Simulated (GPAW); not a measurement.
# Dielectric function and optical constants of SiO2 (Quartz), part 2 of 2

Wanted: where SiO2 (Quartz) starts to absorb, how strongly, and its refractive index.

GPAW 26.7.0; DFT, PBE, plane-wave PAW (GPAW data sets), scalar-relativistic, RPA, optical limit.

So far. Step 2 (Ground state): There is a gap, 6.02 eV on this mesh (points off the mesh can give less), so no carriers' term is needed.

## 4. Dielectric function, RPA (continued)

Sum at mesh points, not converged in k; values under the direct gap are tails of Lorentzian lines. Im ε against photon energy; read off at these points:

| photon energy (eV) | E ∥ x | E ∥ z |
| --- | --- | --- |
| 0.00 | 0 | 0 |
| 0.50 | 9.7e-4 | 0.00101 |
| 1.00 | 0.00197 | 0.00205 |
| 1.50 | 0.00301 | 0.00315 |
| 2.00 | 0.00414 | 0.00433 |
| 2.50 | 0.00539 | 0.00564 |
| 3.00 | 0.00681 | 0.00712 |
| 3.50 | 0.00846 | 0.00886 |
| 4.00 | 0.0104 | 0.0110 |
| 4.50 | 0.0129 | 0.0136 |
| 5.00 | 0.0161 | 0.0170 |
| 5.50 | 0.0205 | 0.0216 |
| 6.00 | 0.0272 | 0.0285 |
| 6.50 | 0.0406 | 0.0405 |
| 7.00 | 0.0714 | 0.0689 |
| 7.50 | 0.243 | 0.241 |
| 8.00 | 0.600 | 0.760 |
| 8.50 | 0.695 | 0.703 |
| 9.00 | 1.28 | 1.61 |
| 9.50 | 1.95 | 2.55 |
| 9.68 | 2.23 | 3.07 |
| 10.00 | 2.71 | 2.81 |
| 10.50 | 2.95 | 2.33 |
| 11.00 | 2.37 | 2.27 |
| 11.50 | 1.95 | 1.78 |
| 12.00 | 1.80 | 2.07 |
| 12.50 | 1.89 | 1.77 |
| 13.00 | 1.89 | 2.06 |
| 13.50 | 1.86 | 1.80 |

The reflectivity at normal incidence has structure finer than the step of the table below, so its rows give means over 0.5 eV, whole bins alone (the curve runs from 0 to 14.0 eV). Peaks (eV: height): E ∥ x 10.45: 15.7; E ∥ z 9.62: 16.4, 11.94: 11.1, 13.08: 10.8.

Sum at mesh points, not converged in k. Table of reflectivity at normal incidence by photon energy; means over each step:

```
photon energy (eV)  E ∥ x (%)  E ∥ z (%)
               0.5       4.26       4.39
               1.0       4.29       4.42
               1.5       4.33       4.46
               2.0       4.40       4.53
               2.5       4.48       4.62
               3.0       4.59       4.73
               3.5       4.73       4.87
               4.0       4.90       5.05
               4.5       5.10       5.27
               5.0       5.36       5.54
               5.5       5.68       5.88
               6.0       6.10       6.32
               6.5       6.67       6.91
               7.0       7.47       7.78
               7.5       8.63       9.06
               8.0       9.89       10.4
               8.5       10.1       11.0
               9.0       12.2       13.4
               9.5       13.4       15.5
              10.0       14.7       14.6
              10.5       15.1       12.1
              11.0       12.5       11.5
              11.5       10.2       9.53
              12.0       9.30       10.5
              12.5       9.75       9.20
              13.0       9.78       10.3
              13.5       9.71       9.54
```

Sum at mesh points, not converged in k; values under the direct gap are tails of Lorentzian lines. The loss function −Im 1/ε at q → 0 by energy loss; read off at these points:

| energy loss (eV) | E ∥ x | E ∥ z |
| --- | --- | --- |
| 0.00 | 0 | 0 |
| 0.50 | 1.8e-4 | 1.8e-4 |
| 1.00 | 3.7e-4 | 3.7e-4 |
| 1.50 | 5.6e-4 | 5.7e-4 |
| 2.00 | 7.5e-4 | 7.7e-4 |
| 2.50 | 9.7e-4 | 9.8e-4 |
| 3.00 | 0.00119 | 0.00122 |
| 3.50 | 0.00144 | 0.00147 |
| 4.00 | 0.00173 | 0.00176 |
| 4.50 | 0.00205 | 0.00209 |
| 5.00 | 0.00245 | 0.00249 |
| 5.50 | 0.00294 | 0.00299 |
| 6.00 | 0.00362 | 0.00366 |
| 6.50 | 0.00492 | 0.00471 |
| 7.00 | 0.00762 | 0.00700 |
| 7.50 | 0.0218 | 0.0204 |
| 8.00 | 0.0458 | 0.0542 |
| 8.50 | 0.0543 | 0.0463 |
| 9.00 | 0.0732 | 0.0794 |
| 9.50 | 0.109 | 0.120 |
| 10.00 | 0.146 | 0.204 |
| 10.50 | 0.215 | 0.244 |
| 11.00 | 0.281 | 0.257 |
| 11.50 | 0.297 | 0.265 |
| 11.71 | 0.299 | 0.243 |
| 12.00 | 0.269 | 0.282 |
| 12.50 | 0.275 | 0.276 |
| 13.00 | 0.301 | 0.277 |
| 13.50 | 0.290 | 0.301 |

Sum at mesh points, not converged in k; values under the direct gap are tails of Lorentzian lines. The Im ε, E ∥ x by photon energy; read off at these points:

```
photon energy (eV)  without local fields  with local fields
              0.00                     0                  0
              0.50               0.00111             9.7e-4
              1.00               0.00225            0.00197
              1.50               0.00344            0.00301
              2.00               0.00473            0.00414
              2.50               0.00615            0.00539
              3.00               0.00776            0.00681
              3.50               0.00964            0.00846
              4.00                0.0119             0.0104
              4.50                0.0147             0.0129
              5.00                0.0183             0.0161
              5.50                0.0232             0.0205
              6.00                0.0305             0.0272
              6.50                0.0440             0.0406
              7.00                0.0758             0.0714
              7.50                 0.250              0.243
              8.00                 0.631              0.600
              8.50                 0.737              0.695
              9.00                  1.39               1.28
              9.50                  2.25               1.95
             10.00                  3.14               2.71
             10.38                  3.48               3.01
             10.50                  3.35               2.95
             11.00                  2.76               2.37
             11.50                  2.33               1.95
             12.00                  2.50               1.80
             12.50                  2.46               1.89
             13.00                  2.18               1.89
             13.50                  2.24               1.86
```

At chosen wavelengths:

```
wavelength (nm)   n x    k x  R (%) x   1/α x   n z    k z  R (%) z   1/α z
           1550  1.52  0.001      4.3  240 µm  1.53  0.001      4.4  231 µm
           1064  1.52  0.001      4.3  112 µm  1.53  0.001      4.4  108 µm
            800  1.53  0.001      4.3   62 µm  1.54  0.001      4.5   60 µm
            450  1.54  0.002      4.5   18 µm  1.55  0.002      4.7   17 µm
            405  1.55  0.002      4.6   14 µm  1.56  0.002      4.7   14 µm
            308  1.57  0.003      4.9  7.3 µm  1.58  0.004      5.1  7.0 µm
            248  1.60  0.005      5.4  3.9 µm  1.62  0.005      5.5  3.8 µm
```

Below the direct gap, k and the depth come from the tails of the Lorentzian lines, not from transitions.

## 5. Summary of results

```yaml
electronic_dielectric_constant_eps_infinity_mean_over_x_y_and_z_by_symmetry_where_fewer_were_run_rpa: 2.32
```

What this shows: At this level (PBE, RPA) SiO2 has a mean ε∞ = 2.32 and n = 1.52 at 1550 nm (E ∥ x). On the mesh the gap is 6.02 eV and the least direct gap 6.33 eV, so on this mesh the band edges lie at different points. Local fields change the static value along x from 2.45 to 2.31 (-6 %). The static values by axis are 2.31 (x), 2.34 (z). Excitons and phonon-assisted transitions are missing; PBE gaps are as a rule too small, which pulls the onset down and ε∞ up. In this version of GPAW the matrix elements of the optical limit are incomplete, which can lower ε − 1 by up to a tenth where first-row anions or d states rule, and shift it by more in d metals. The sum runs over mesh points 0.25 Å⁻¹ apart with no interpolation, so peaks are partly noise of the mesh and static values carry its error.

[Machine, clock and banner lines and Python warnings are left out of the logs.]

[Logs are printed without paths, hosts, clocks, repeated set-up lines and the standing remarks that a program may print on its own settings, such as how far it seeks lower states.]

[Hosts, paths, dates, database ids (printed as entryN), source tags and the programs' standing remarks are cut or masked in the printed files.]
